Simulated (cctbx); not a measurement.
**What is wrong with this refinement?**

Cell a = 6.2320 Å, b = 6.2320 Å, c = 10.6730 Å, α = 90.00°, β = 90.00°, γ = 90.00°; space group I4/mcm (no. 140).

Simulated single-crystal data (cctbx): Cu Kα, λ = 1.54184 Å, to d = 0.83 Å, 95 % of the full sphere, strongest reflection 5000 counts, noise from counting, a 2 % proportional error and a noise floor of 4 counts (s.d.); no absorption.

An anisotropic refinement with weights 1/σ² prints:

```text
Rint 0.029, 119 unique reflections to 0.83 A
cycle     R1     wR2    GooF  max shift (A)
   1  0.1533  0.2580  14.145   0.00000
   2  0.1514  0.2555  14.010   0.00000
final R1 0.1514 wR2 0.2555 GooF 14.010  parameters 5  data/parameter 23.8
atom        x        y        z      Ueq    occ   su(xyz)  su(Uiso or U11)
Ba1    0.00000  0.00000  0.25000   0.0055  1.000  0.00000  0.0020
Ru1    0.00000  0.50000  0.00000   0.0062  1.000  0.00000  0.0024
difference map: max 8.92 min -8.80 rms 1.68
Q1    0.0695  0.4305  0.0000    8    8.95  0.61 A from Ru1
Q2    0.1643  0.3357  0.3718   16    8.62  1.99 A from Ru1
Q3    0.1646  0.3354  0.1184   16    7.96  1.92 A from Ru1
Q4    0.0776  0.2612  0.0000   16    7.93  1.57 A from Ru1
Q5    0.0000  0.0000  0.2500    4    6.60  0.00 A from Ba1
Q6    0.0000  0.0000  0.0000    4    2.17  2.67 A from Ba1
```

**Question.** Can this result stand? If not, what is the likely fault?

Mend it. The fault: an atom left out, F at (0.1626, 0.3374, 0.3758). Against the right model at the same level, R1 goes from 0.0079 to 0.1514 and GooF from 0.90 to 14.01, the top difference peak, 8.9 e/Å³, lies 0.61 Å from Ru1 and a hole of -8.8 e/Å³ opens. Q2 is the missing atom. With scattering power missing, scale and phases suffer, so peaks may also grow on the heavy atoms.

The compound is BaRuF4. The right model at the same level gives:

```text
Rint 0.029, 119 unique reflections to 0.83 A
cycle     R1     wR2    GooF  max shift (A)
   1  0.0081  0.0162   0.910   0.00008
   2  0.0079  0.0159   0.897   0.00000
final R1 0.0079 wR2 0.0159 GooF 0.897  parameters 11  data/parameter 10.8
atom        x        y        z      Ueq    occ   su(xyz)  su(Uiso or U11)
Ba1    0.00000  0.00000  0.25000   0.0079  1.000  0.00000  0.0001
Ru1    0.00000  0.50000  0.00000   0.0084  1.000  0.00000  0.0002
F1     0.16246  0.33754  0.37592   0.0132  1.000  0.00024  0.0005
difference map: max 0.54 min -0.40 rms 0.11
Q1    0.0945  0.4055  0.0000    8    0.55  0.83 A from Ru1
Q2    0.1055  0.3945  0.3335   16    0.48  0.68 A from F1
Q3    0.1320  0.2301  0.5000   16    0.37  1.50 A from F1
Q4    0.0877  0.2934  0.1483   32    0.34  1.60 A from F1
Q5    0.0667  0.4333  0.2174   16    0.33  1.84 A from F1
Q6    0.2192  0.2808  0.3569   16    0.32  0.54 A from F1
```

The model was made for the exercise: a known structure type with other elements put in, its volume estimated, not relaxed; displacement parameters are assumed.

[Middle refinement cycles are left out of these outputs.]

[Logs are printed without paths, hosts, clocks, repeated set-up lines and the standing remarks that a program may print on its own settings, such as how far it seeks lower states.]
